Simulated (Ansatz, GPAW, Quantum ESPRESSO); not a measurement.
# Simulated XPS, UPS and emission spectra of Ba2ZnP2, part 2 of 8

Wanted: projected DOS of Ba2ZnP2, weighted into photoemission and X-ray emission spectra, at several levels of theory. Spin–orbit coupling is left out of the bands throughout.

Ansatz 0.2.0, Quantum ESPRESSO 7.5 and GPAW 26.7.0; DFT, LDA, plane-wave PAW, default files, scalar-relativistic (the session's first sound run).

So far: Starting point; Self-consistent run, DOS and bands.

**2. Self-consistent run, DOS and bands (continued)**

Valence density in the ab plane of the conventional cell at fractional z = 0.000, with atoms of Ba and P within 0.2 Å of it. It is the smooth field of the valence electrons, not physical close to the nuclei.

Ten even steps from '0' (0.0 e/Å³) to '9' (1.3 e/Å³), each cell a mean:
```
0000011000000122211
0001466420002443432
1015977962012420342
0016954982001344431
0003799841000122210
0000122100000000000
0000011000000134420
0001233210002798983
1013433431014972695
0014411431002698973
0012444321000134320
0000111110000000000
0001100000112221000
0246641000234344200
2697795101243024210
2894596100134443100
1489973000012221000
0012210000000100000
0001100000024431000
0123321000389896200
1343343101595279300
1341144100379896200
1244442100023431000
0112110000000000000
```
Columns run along a (6.8 Å), rows up along b (13.1 Å), edges of the conventional cell, whose origin can differ from the input's. Atoms in or near the plane, at fractional coordinates: Ba at (0.31, 0.86), Ba at (0.69, 0.14), Ba at (0.81, 0.64), Ba at (0.19, 0.36), P at (0.30, 0.61), P at (0.70, 0.39), P at (0.80, 0.89), P at (0.20, 0.11).

The spectra weight each projected shell by its atomic cross section (Dirac–Hartree–Slater) and angular factor, for unpolarised light with the analyser at 90° from the beam. Broadening, on top of any smearing of the DOS itself: a Gaussian of 0.45 eV and a Lorentzian of 0.05 eV plus 0.03 times the binding energy (full widths), Fermi edge at 300 K. Curves are cut 10 eV under the photon energy, above any shell that the free atom's threshold puts out of reach, or at the lower edge of the window: 11.2 eV at 21.2 eV, 29 eV at 60 eV, 29 eV at 150 eV, 29 eV at 1486.7 eV and 29 eV at 9251.7 eV. A star in tables and legends marks shells that hold the states left over by the projection (2.4 % of the filled ones), a stand-in for orbitals that the files don't project on. Dipole terms alone, which is rough above 3 keV; no background, satellites or final-state effects.

How the area divides among the shells (%):

```tsv
shell	21.2 eV	60 eV	150 eV	1486.7 eV	9251.7 eV
Ba 5s	0.0	2.6	3.2	15.9	36.0
Ba 5p	0.0	11.2	4.7	43.3	53.7
Zn 4s	0.2	0.4	0.3	1.1	1.6
Zn 3d	33.8	64.9	78.9	26.7	1.3
P 3s	3.3	6.3	3.7	7.8	5.6
P 3p	44.8	13.9	9.0	3.8	0.4
Ba 5d*	16.7	0.5	0.1	0.8	0.2
```

Cross sections used, in Mb an electron:

```tsv
shell	21.2 eV	60 eV	150 eV	1486.7 eV	9251.7 eV
Ba 5s	-	0.072	0.044	0.0014	4.4e-5
Ba 5p	-	0.13	0.029	0.0014	2.4e-5
Zn 4s	0.018	0.040	0.016	4.0e-4	7.9e-6
Zn 3d	0.39	0.93	0.51	0.0011	8.4e-7
P 3s	0.075	0.18	0.054	7.5e-4	7.2e-6
P 3p	0.40	0.17	0.052	1.6e-4	2.9e-7
Ba 5d*	2.4	0.075	0.0069	4.6e-4	1.8e-6
```

At this level the gap is 0.56 eV on the path.

**3. With PBEsol**

This step: DFT, PBEsol, plane-wave PAW, default files, scalar-relativistic (Ansatz 0.2.0).

The run is repeated with PBEsol on the same cell, to see how much the levels hang on the functional.

Input file input.yaml:

```yaml
crystal:
  lattice:
    - [-3.378, 6.554, 3.1925]
    - [3.378, -6.554, 3.1925]
    - [3.378, 6.554, -3.1925]
  atoms:
    - { symbol: Ba, position: [0.8597, 0.30882, 0.16852] }
    - { symbol: Ba, position: [0.1403, 0.69118, 0.83148] }
    - { symbol: Ba, position: [0.6403, 0.80882, 0.44912] }
    - { symbol: Ba, position: [0.3597, 0.19118, 0.55088] }
    - { symbol: Zn, position: [0.75, 0.75, 0.0] }
    - { symbol: Zn, position: [0.25, 0.25, 0.0] }
    - { symbol: P, position: [0.60649, 0.29992, 0.90641] }
    - { symbol: P, position: [0.39351, 0.70008, 0.09359] }
    - { symbol: P, position: [0.89351, 0.79992, 0.69343] }
    - { symbol: P, position: [0.10649, 0.20008, 0.30657] }
kpoints:
  mp_grid: { grid: [6, 6, 6] }
  band_path:
    path:
      - [[0.0, 0.0, 0.0], [0.5, -0.5, 0.5], [0.316412, -0.316412, 0.683588]]
      - [[-0.316412, 0.316412, 0.316412], [0.0, 0.0, 0.0], [0.309318, 0.309318, -0.309318]]
      - [[0.690682, -0.309318, 0.309318], [0.5, -0.5, 0.5]]
      - [[0.0, 0.0, 0.0], [0.0, 0.5, 0.0], [0.25, 0.25, 0.25], [0.5, 0.0, 0.0], [0.0, 0.0, 0.0]]
    npoints: 10
scf:
  occupations: { method: fermi_dirac, width: 0.02 }
  n_extra_bands: 24
hamiltonian:
  xc: pbesol
  pseudopotentials: { kind: paw }
output:
  forces: true
  stress: true
  dos:
    projected: true
    de: 0.05
    e_range: [-36, 12]
    nscf_kmesh: { grid: [10, 10, 10] }
  fatbands: true
```

Command:

```console
$ ansatz run input.yaml --threads 4 --pin off --max-ram 8192MiB --backend cpu --events-out ev --progress --plain --runs-dir out
```

Numbers of over 12 decimals in the logs are rounded to 6 here.

The log of the run:

```text
[...]
Crystal: 10 atoms, lattice volume = 282.720 Å³
Basis set: ecut = 420 eV, 5549 PW (Γ), exchange–correlation on 108×108×108 points (8 copies of the dense FFT grid, shifted against one another)
Bands: 66, of which v1, the nominal top of the filled ones, is band 42 counted from 1 (41 counted from 0)
Symmetry: 8 space group operations
[...]
k-points: 46 of 216
[...]
SCF iter   1: F=—  HF=-32981.811738 eV  |F-HF|=—  |Δ(HF+E_count)|=         —  Δρ=3.84e-3  dr2=7.72e-2  ethr=1.77e-3  ⟨swp⟩=10.9  Hψ=18701  notcnv=0  defer=277
[...]
SCF iter   7: F=-32981.790847 eV  HF=-32981.790847 eV  |F-HF|=3.66e-8  |Δ(HF+E_count)|=   9.44e-7  Δρ=3.42e-6  dr2=3.70e-8  ethr=1.19e-10  ⟨swp⟩=15.8  Hψ=22822  notcnv=0
SCF 1 converged in 7 iterations: F = -32981.790847 eV  dr2 = 3.70e-8
[...]
NSCF: frozen V_eff on 94 k-points
[...]
SCF converged after 7 iterations
Free energy (F): -32981.790847 eV
[...]
Internal energy: -32981.790847 eV  (E = F + TS)
E sigma→0 (E₀):  -32981.790847 eV
Fermi energy:    8.105403 eV
[...]
--- Forces (eV/Å), atoms counted from 1 ---
  atom   1  Ba    -0.10335158     0.11728277    -0.00000000
  atom   2  Ba     0.10335158    -0.11728277    -0.00000000
  atom   3  Ba    -0.10335158    -0.11728277     0.00000000
  atom   4  Ba     0.10335158     0.11728277    -0.00000000
  atom   5  Zn     0.00000000     0.00000000     0.00000000
  atom   6  Zn    -0.00000000     0.00000000     0.00000000
  atom   7  P      0.12131276    -0.16146880     0.00000000
  atom   8  P     -0.12131276     0.16146880    -0.00000000
  atom   9  P      0.12131276     0.16146880     0.00000000
  atom  10  P     -0.12131276    -0.16146880     0.00000000
  max |Σ_I F_I| component: 8.33e-17 eV/Å
--- Stress (GPa, compression-positive) ---
       -1.456064       0.000000       0.000000
        0.000000      -1.401923       0.000000
        0.000000       0.000000      -1.688187
  P = ⅓ Tr σ = -1.5154 GPa (-15.154 kbar)
--- Band table (eV; the first three rows and the last of 46) ---
  k-point 0: bands = [... 38 lower, 7.0719, 7.6250, 7.6762, 7.7061, 8.8095, 9.3499, 9.5667, 9.6371, ... 20 higher]
  k-point 1: bands = [... 38 lower, 6.9506, 7.2789, 7.6373, 7.7122, 8.9342, 9.4001, 9.5391, 9.7439, ... 20 higher]
  k-point 2: bands = [... 38 lower, 6.6835, 6.9808, 7.4015, 7.7605, 9.2189, 9.5060, 9.5523, 9.5838, ... 20 higher]
  k-point 45: bands = [... 38 lower, 6.6887, 7.6062, 7.6609, 7.6721, 8.3822, 8.5578, 9.4253, 9.4761, ... 20 higher]
```

Run time: 81 s. Hardware: 4 threads of Arm Neoverse V2, shared host; peak memory 1.8 GiB; 5.4 min of CPU time.

This step gave:

```
free energy                                    : -32981.7908 eV
Fermi energy                                   : 8.105 eV
pressure                                       : -1.515 GPa
gap on the k-mesh                              : 0.5973 eV
share of occupied states in no projected shell : 0.0237 of the occupied states in the window
gap on the path                                : 0.5919 eV
least direct gap on the path                   : 0.71 eV
valence top on path                            : 0.0054 eV
```

Electronic bands along the path, in eV, zero at the valence-band maximum; v1 is the highest filled band, c1 the lowest empty one:

```tsv
point	v4	v3	v2	v1	c1	c2	c3	c4
Γ	-0.71	-0.16	-0.11	-0.08	1.02	1.56	1.78	1.85
halfway	-0.81	-0.50	-0.16	-0.14	0.85	1.20	1.50	2.14
X	-1.10	-0.18	-0.12	-0.11	0.60	0.77	1.64	1.69
halfway	-1.06	-0.49	-0.25	-0.12	0.71	0.83	1.72	1.81
F0	-0.95	-0.95	-0.42	-0.03	0.95	1.22	1.96	2.17
jump to Σ0	-0.95	-0.95	-0.42	-0.03	0.95	1.22	1.96	2.17
halfway	-0.97	-0.84	-0.19	-0.01	1.41	1.60	2.00	2.03
Γ	-0.71	-0.16	-0.11	-0.08	1.02	1.56	1.78	1.85
halfway	-1.00	-0.89	-0.28	-0.20	1.01	1.43	1.84	2.13
Λ0	-0.97	-0.82	-0.69	-0.33	0.95	1.08	1.83	2.24
jump to G0	-0.97	-0.82	-0.69	-0.33	0.95	1.08	1.83	2.24
halfway	-0.91	-0.71	-0.40	-0.05	0.82	0.94	1.40	1.49
X	-1.10	-0.18	-0.12	-0.11	0.60	0.77	1.64	1.69
jump to Γ	-0.71	-0.16	-0.11	-0.08	1.02	1.56	1.78	1.85
halfway	-1.00	-0.93	-0.46	-0.29	1.17	1.72	1.90	2.07
R	-1.19	-1.19	-0.84	-0.84	1.78	1.78	2.42	2.42
halfway	-1.21	-1.21	-0.85	-0.85	1.84	1.84	2.28	2.28
W	-1.25	-1.25	-0.86	-0.86	1.98	1.98	2.07	2.07
halfway	-1.09	-1.09	-0.75	-0.75	1.58	1.58	1.86	1.86
S	-0.94	-0.94	-0.60	-0.60	1.45	1.45	1.71	1.71
halfway	-0.96	-0.90	-0.32	-0.13	1.03	1.62	1.68	1.77
Γ	-0.71	-0.16	-0.11	-0.08	1.02	1.56	1.78	1.85
```

Of the projections kept (Ba s, Ba p, Zn s, Zn d, P s, P p, not projected), the largest for each band there; the rest of the weight can lie on other orbitals:

```tsv
point	v4	v3	v2	v1	c1	c2	c3	c4
Γ	P p 0.89	P p 0.91	P p 0.93	P p 0.91	not projected 0.86	not projected 0.84	not projected 1.00	Ba s 0.52
X	P p 0.85	P p 0.90	P p 0.90	P p 0.94	not projected 0.92	not projected 0.79	not projected 0.56	not projected 0.86
F0	P p 0.78	P p 0.83	P p 0.88	P p 0.92	not projected 0.76	not projected 0.70	not projected 0.90	not projected 0.95
Σ0	P p 0.78	P p 0.83	P p 0.88	P p 0.92	not projected 0.76	not projected 0.70	not projected 0.90	not projected 0.95
Γ	P p 0.89	P p 0.91	P p 0.93	P p 0.91	not projected 0.86	not projected 0.84	not projected 1.00	Ba s 0.52
Λ0	P p 0.86	P p 0.87	P p 0.83	P p 0.85	not projected 0.85	not projected 0.41	not projected 0.78	not projected 0.88
```

This run's widths, added to any smearing of the DOS itself: Gaussian 0.6 eV, Lorentzian 0.1 eV plus 0.05 an eV of depth. Table of intensity by binding energy, zero at the valence-band maximum; values in % of the maximum within 13 eV:

```tsv
binding energy (eV)	21.2 eV	60 eV	1486.7 eV	5414.7 eV	8047.8 eV
-1	1.09	0.301	0.414	0.199	0.187
0	17.1	2.79	2.67	0.750	0.583
1	74.9	10.7	10.4	2.84	2.17
2	42.8	6.36	6.48	2.09	1.75
3	9.08	2.01	2.54	1.12	1.05
4	16.3	4.56	7.45	4.25	4.13
5	4.36	3.45	3.87	1.06	0.895
6	26.5	26.2	25.7	3.92	2.57
7	71.7	71.7	68.9	9.08	5.43
8	7.39	7.08	9.60	3.49	3.04
9	11.8	9.96	22.5	12.6	11.6
10	2.35	2.28	6.56	4.71	4.55
11	0.825	1.56	7.99	7.38	7.34
12	-	5.23	39.8	39.6	39.6
13	-	11.0	86.8	86.7	86.7
14	-	1.98	14.6	14.4	14.4
15	-	0.660	4.32	4.23	4.24
16	-	0.362	2.15	2.09	2.11
17	-	0.242	1.35	1.31	1.34
18	-	0.179	0.971	0.959	0.996
19	-	0.143	0.782	0.795	0.843
20	-	0.120	0.696	0.736	0.801
21	-	0.107	0.685	0.762	0.850
22	-	0.102	0.754	0.883	1.01
23	-	0.107	0.941	1.16	1.35
24	-	0.130	1.37	1.75	2.07
25	-	0.196	2.46	3.24	3.85
26	-	0.432	6.12	8.20	9.80
27	-	1.32	19.8	26.6	31.9
28	-	1.05	15.7	21.1	25.3
```

Maxima picked by a test of local sharpness, so broad peaks and shoulders can be missing; peaks within 0.45 eV of a curve's cut are left out. Valence peaks, by row:

```tsv
photon energy (eV)	binding energy (eV)	height (% of the maximum within 13 eV)	main shell	its share (%)
21.2	8.875	12.17	Zn 3d	43.08
21.2	6.675	100	Zn 3d	96.38
21.2	3.875	16.99	P 3p	69.98
21.2	1.225	78.34	P 3p	65.55
60	12.72	12.63	Ba 5p	92.27
60	8.875	10.39	Zn 3d	51.79
60	6.675	100	Zn 3d	98.88
60	3.925	4.644	P 3p	46.86
60	1.175	11.11	P 3p	85.19
1487	27.37	23.45	Ba 5s	99.08
1487	12.72	100	Ba 5p	98.2
1487	8.925	22.95	P 3s	68.27
1487	6.675	95.88	Zn 3d	96.39
1487	3.925	7.639	Zn 4s	29.09
1487	1.225	10.76	P 3p	65.68
5415	27.37	31.6	Ba 5s	99.46
5415	12.72	100	Ba 5p	98.96
5415	8.925	12.73	P 3s	77.22
5415	6.675	12.47	Zn 3d	80.92
5415	3.925	4.381	Zn 4s	52.46
8048	27.37	37.87	Ba 5s	99.53
8048	12.72	100	Ba 5p	99
8048	8.975	11.63	P 3s	76
8048	6.675	7.371	Zn 3d	69.49
8048	3.925	4.256	Zn 4s	57.6
```

Spectra as before, but with a recipe of its own (widths, and in some runs the light), which changes peak heights and what is resolved: Gaussian 0.6 eV, Lorentzian 0.1 eV plus 0.05 times the binding energy, unpolarised light, analyser at 54.7°, Fermi edge at 300 K; some photon energies differ too.

Side by side:

```tsv
quantity	this run	base run	difference
gap on the path (eV)	0.5919	0.5596	0.0323
least direct gap on the path (eV)	0.71	0.6669	0.0431
gap on the k-mesh (eV)	0.59734	0.56542	0.0319
```

The two runs differ clearly in the least direct gap on the path: 0.71 eV against 0.667 eV.

At this level the gap is 0.59 eV on the path.

(Continued in part 3 of 8.)

[Logs are printed without paths, hosts, clocks, repeated set-up lines and the standing remarks that a program may print on its own settings, such as how far it seeks lower states.]

[Hosts, paths, dates, database ids (printed as entryN), source tags and the programs' standing remarks are cut or masked in the printed files.]

[Maps of the electrostatic potential energy from Ansatz leave out the sawtooth potential of an applied field or a dipole correction, so their vacuum need not be flat; work functions include it.]

[Peak lists hold at most the 14 tallest peaks of each spectrum; further lines can be left out.]
